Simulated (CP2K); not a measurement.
Two runs for the S L₂,₃ edge of disulfane. Run A: CP2K XAS_TDP, all-electron GAPW, PBEh(45%), aug-cc-pVTZ, TDA, ZORA, spin–orbit coupling. Run B differs in one setting.

First lines with a strength over 0.0003. A:

| atom | energy (eV) | states | strength, one atom |
| --- | --- | --- | --- |
| S1 (bonded to S and H), 2 alike | 161.95 | 2 | 0.0052 |
|  | 163.02 | 1 | 0.0018 |
|  | 163.04 | 1 | 0.0024 |
|  | 163.31 | 2 | 0.0003 |
|  | 163.34 | 1 | 0.0008 |

B:

| atom | energy (eV) | states | strength, one atom |
| --- | --- | --- | --- |
| S1 (bonded to S and H), 2 alike | 158.27 | 1 | 0.0022 |
|  | 158.31 | 1 | 0.0029 |
|  | 159.35 | 1 | 0.0013 |
|  | 159.40 | 1 | 0.0022 |
|  | 159.60 | 1 | 0.0010 |

Question: Which was it: the functional, GW2X switched on, the basis?

The functional (functional from PBEh(45%) to PBE0; the lines alone don't name the new value). A functional moves all lines by electronvolts and changes their spacings and strengths. The lowest line over the strength cut lies at 158.27 eV, against 161.95 eV (PBEh(45%), aug-cc-pVTZ).

[Hosts, paths, dates, database ids (printed as entryN), source tags and the programs' standing remarks are cut or masked in the printed files.]
